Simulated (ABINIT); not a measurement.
# K2LiScF6 (Fm-3m): changed settings of a GW run in ABINIT

What do changed inputs do to GW on K2LiScF6 (Fm-3m)?

Method: LDA and many-body steps on it, plane waves, in ABINIT 10.8.3.

This is a report of a sequence of runs, with most program output left out.

### 1. Starting point

Symmetry: Fm-3m, No. 225, cubic system. Conventional cell: a = 8.290 Å, b = 8.290 Å, c = 8.290 Å, α = 90.00°, β = 90.00°, γ = 90.00°. Nearest to K lie 12 F at 2.93 Å. Nearest to Li lie 6 F at 2.11 Å. Nearest to Sc lie 6 F at 2.04 Å. F has 1 Sc at 2.04 Å and 1 Li at 2.11 Å and 4 K at 2.93 Å nearest. Farther neighbours and most contacts between anions are not listed.

The cell and positions are those that the Materials Project relaxed with its own functionals (PBE, PBE+U or r2SCAN), kept fixed.

### 2. Screening, 2×2×2 mesh, 84 bands, screening to 87.1 eV

This step: ABINIT 10.8.3; RPA screening on LDA, plane waves, norm-conserving pseudopotentials.

The RPA dielectric matrix is built and inverted for each q.

run.abi reads:

```
acell 3*1.0 Angstrom
rprim 
  -0.000000000000 4.144804000000 4.144804000000
  4.144804000000 -0.000000000000 4.144804000000
  4.144804000000 4.144804000000 -0.000000000000
ntypat 4
znucl 19 3 21 9
natom 10
typat 1 1 2 3 4 4 4 4 4 4
xred 
  0.250000000000 0.250000000000 0.250000000000
  0.750000000000 0.750000000000 0.750000000000
  0.500000000000 0.500000000000 0.500000000000
  -0.000000000000 -0.000000000000 -0.000000000000
  0.245587000000 0.245587000000 0.754413000000
  0.245587000000 0.754413000000 0.754413000000
  0.754413000000 0.754413000000 0.245587000000
  0.245587000000 0.754413000000 0.245587000000
  0.754413000000 0.245587000000 0.754413000000
  0.754413000000 0.245587000000 0.245587000000
pp_dirpath "pseudos"
pseudos "K.upf, Li.upf, Sc.upf, F.upf"
ecut 36
ngkpt 2 2 2
nshiftk 1
shiftk 0 0 0
kptopt 1
chksymbreak 0
istwfk *1
occopt 1
irdwfk 1
optdriver 3
nband 84
ecuteps 3.2
inclvkb 2
awtr 1
symchi 1
indata_prefix "in"
outdata_prefix "out"
tmpdata_prefix "tmp"
```

Run with:

```console
$ OMP_NUM_THREADS=1 mpirun -n 4 abinit run.abi > log
```

The job ended after 20 s (4 MPI ranks of Arm Neoverse V2, shared host; peak memory 1.5 GiB).

This step gave:

| Property | Result |
| --- | --- |
| ε∞ with local fields, on this mesh, along the program's q direction | 2.107 |
| the same without local fields | 2.294 |
| plasma frequency | 26.77 eV |
| plane waves in the screening matrix | 259 |

Local fields lower ε∞ by 8 %. On a Γ-centred mesh this coarse the value itself is usually too large, while a short band sum pulls it down.

### 3. Base

The self-energy is evaluated for the states that the input lists, and the levels follow from it, in one-shot runs by the linearised quasiparticle equation.

This step: G0W0 on LDA, plane waves, norm-conserving pseudopotentials.

run.abi, as its differences from that of step 2:

```diff
@@ -31,8 +31,15 @@
 irdwfk 1
-optdriver 3
+optdriver 4
 nband 84
+gwcalctyp 0
+ecutsigx 36
+symsigma 1
+nkptgw 1
+kptgw 
+  0.0000000000 0.0000000000 0.0000000000
+bdgw 
+  35 40
 ecuteps 3.2
-inclvkb 2
-awtr 1
-symchi 1
+irdscr 1
+ppmodel 1
 indata_prefix "in"
```

Elapsed: 5.3 s, on 4 MPI ranks; peak memory 0.5 GiB.

Numbers from this step:

| Quantity | Value |
| --- | --- |
| G0W0 gap on the points computed | 12.55 eV |
| starting gap on the mesh | 6.751 eV |
| k of the valence top | 0, 0, 0 |
| k of the conduction bottom | 0, 0, 0 |
| Z at the valence top | 0.798 |
| Z at the conduction bottom | 0.834 |
| least direct G0W0 gap on the computed points | 12.55 eV |

The gap on the mesh goes from 6.75 eV to 12.55 eV, a correction of +5.80 eV.

### 4. No symmetry in the self-energy

run.abi, as its differences from that of step 3:

```diff
@@ -35,3 +35,3 @@
 ecutsigx 36
-symsigma 1
+symsigma 0
 nkptgw 1
```

The job ended after 8 s (4 MPI ranks; peak memory 1.1 GiB).

Numbers from this step:

* G0W0 gap on the points computed: 12.55 eV
* starting gap on the mesh: 6.751 eV
* k of the valence top: 0, 0, 0
* k of the conduction bottom: 0, 0, 0
* Z at the valence top: 0.798
* Z at the conduction bottom: 0.834
* least direct G0W0 gap on the computed points: 12.55 eV

Against G0W0 in ABINIT (2×2×2 mesh, 84 bands, screening to 87.1 eV, Godby-Needs plasmon pole), the gap moves by +0.000 eV.

### 5. Scissors in G

run.abi, as its differences from that of step 4:

```diff
@@ -35,3 +35,3 @@
 ecutsigx 36
-symsigma 0
+symsigma 1
 nkptgw 1
@@ -44,2 +44,3 @@
 ppmodel 1
+mbpt_sciss 0.5 eV
 indata_prefix "in"
```

Wall time 5.3 s (4 MPI ranks); peak memory 0.51 GiB; 21 s of CPU time.

Numbers from this step:

| Quantity | Value |
| --- | --- |
| G0W0 gap on the points computed | 12.63 eV |
| starting gap on the mesh | 6.751 eV |
| k of the valence top | 0, 0, 0 |
| k of the conduction bottom | 0, 0, 0 |
| Z at the valence top | 0.798 |
| Z at the conduction bottom | 0.835 |
| least direct G0W0 gap on the computed points | 12.63 eV |

### 6. Broadening of the poles

run.abi, as its differences from that of step 5:

```diff
@@ -44,3 +44,3 @@
 ppmodel 1
-mbpt_sciss 0.5 eV
+zcut 0.01 eV
 indata_prefix "in"
```

The job ended after 5.3 s (4 MPI ranks; peak memory 0.5 GiB; 21 s of CPU time).

This step gave:

* G0W0 gap on the points computed: 12.55 eV
* starting gap on the mesh: 6.751 eV
* k of the valence top: 0, 0, 0
* k of the conduction bottom: 0, 0, 0
* least direct G0W0 gap on the computed points: 12.55 eV

Against G0W0 in ABINIT (2×2×2 mesh, 84 bands, screening to 87.1 eV, Godby-Needs plasmon pole), the gap moves by +0.000 eV.

### 7. Smaller part of the screening matrix

run.abi, as its differences from that of step 6:

```diff
@@ -41,6 +41,5 @@
   35 40
-ecuteps 3.2
+ecuteps 0.8
 irdscr 1
 ppmodel 1
-zcut 0.01 eV
 indata_prefix "in"
```

Elapsed: 4.3 s, on 4 MPI ranks; peak memory 0.46 GiB; 17 s of CPU time.

This step gave:

```yaml
g0w0_gap_on_the_points_computed: 15.24 eV
starting_gap_on_the_mesh: 6.751 eV
k_of_the_valence_top: 0, 0, 0
k_of_the_conduction_bottom: 0, 0, 0
z_at_the_valence_top: 0.878
z_at_the_conduction_bottom: 0.871
least_direct_g0w0_gap_on_the_computed_points: 15.24 eV
```

### 8. Fewer bands in the self-energy

run.abi, as its differences from that of step 7:

```diff
@@ -32,3 +32,3 @@
 optdriver 4
-nband 84
+nband 43
 gwcalctyp 0
@@ -41,3 +41,3 @@
   35 40
-ecuteps 0.8
+ecuteps 3.2
 irdscr 1
```

The job ended after 4.7 s (4 MPI ranks; peak memory 0.48 GiB; 18 s of CPU time).

Numbers from this step:

```
G0W0 gap on the points computed              : 12.70 eV
starting gap on the mesh                     : 6.751 eV
k of the valence top                         : 0, 0, 0
k of the conduction bottom                   : 0, 0, 0
Z at the valence top                         : 0.804
Z at the conduction bottom                   : 0.843
least direct G0W0 gap on the computed points : 12.70 eV
```

### 9. More bands than the file holds

run.abi, as its differences from that of step 8:

```diff
@@ -32,3 +32,3 @@
 optdriver 4
-nband 43
+nband 252
 gwcalctyp 0
```

The job ended after 2.8 s (4 MPI ranks; peak memory 0.06 GiB).

The run stopped with an error after 2.8 s.

The program's words: Number of bands stored WFK file is less than required. WFK mband: 92, self-energy nband: 252

The fault put into this input: more bands than the file holds.

### 10. Screening cutoff above the file's

run.abi, as its differences from that of step 9:

```diff
@@ -32,3 +32,3 @@
 optdriver 4
-nband 252
+nband 84
 gwcalctyp 0
@@ -41,3 +41,3 @@
   35 40
-ecuteps 3.2
+ecuteps 12.8
 irdscr 1
```

It took 5.3 s on 4 MPI ranks; peak memory 0.5 GiB; 21 s of CPU time.

The run ended normally, though the input holds a fault or crude settings.

The fault put into this input: screening cutoff above the file's. It printed a gap of 12.55 eV, the value of the sound run: the program fell back on what its files hold, so an unchanged gap shows no convergence.

### 11. Side by side

Times are wall times on 4 MPI ranks of Arm Neoverse V2, shared host, good to a factor of about two. A run's time includes the screening step that it read.

```tsv
run	mesh	bands	screening cutoff (eV)	DFT gap (eV)	gap on the mesh (eV)	direct (eV)	ε∞ used	time
base	2×2×2	84	87.1	6.751	12.554	12.554	2.11	26 s
no symmetry in the self-energy	2×2×2	84	87.1	6.751	12.554	12.554	2.11	28 s
scissors in G	2×2×2	84	87.1	6.751	12.626	12.626	2.11	26 s
broadening of the poles	2×2×2	84	87.1	6.751	12.554	12.554	2.11	26 s
smaller part of the screening matrix	2×2×2	84	21.8	6.751	15.243	15.243	2.11	25 s
fewer bands in the self-energy	2×2×2	43	87.1	6.751	12.696	12.696	2.11	25 s
```

### 12. Outcome

```json
{
  "base": "12.554 eV",
  "no symmetry in the self-energy": "12.554 eV",
  "scissors in G": "12.626 eV",
  "broadening of the poles": "12.554 eV",
  "smaller part of the screening matrix": "15.243 eV",
  "fewer bands in the self-energy": "12.696 eV",
  "known limits": "not at the basis limit; coarse k mesh"
}
```

**Reading.** No symmetry in the self-energy: no change against base (keys changed: symsigma). Scissors in G: +0.072 eV against base (keys changed: mbpt_sciss). Broadening of the poles: no change against base (keys changed: zcut). Smaller part of the screening matrix: +2.689 eV against base (keys changed: ecuteps). Fewer bands in the self-energy: +0.142 eV against base (keys changed: nband). Bands and cutoff are finite, so the gap is not at the basis limit. The miss can reach some tenths of an eV and take either sign; the mesh is an error of its own. In the first G0W0 run levels were corrected at 1 k point alone, so a gap called «on the mesh» is the least over those, and an edge elsewhere would be missed. The 2×2×2 mesh is coarse for this cell, which bears on the long-range parts of exchange and screening.

[Paths, hosts, dates, memory and timing lines, banners, echoed tables and standing remarks are left out of the program output.]

[Logs are printed without paths, hosts, clocks, repeated set-up lines and the standing remarks that a program may print on its own settings, such as how far it seeks lower states.]

[Runs of the session that timed out or met a known fault of the program may be left out.]

[No measured gap is set beside runs whose start may be inverted or whose files or cutoffs have a known fault.]

[Hosts, paths, dates, database ids (printed as entryN), source tags and the programs' standing remarks are cut or masked in the printed files.]

[G0W0 gaps are taken among the corrected bands and points alone; a level outside them can change the order at an edge.]

[Where Ansatz stands beside ABINIT at settings called matched, ABINIT's density can come from a denser mesh and the files from another edition; pairs whose starting gaps differed by over 0.03 eV were left out, so agreement reads better than it is.]
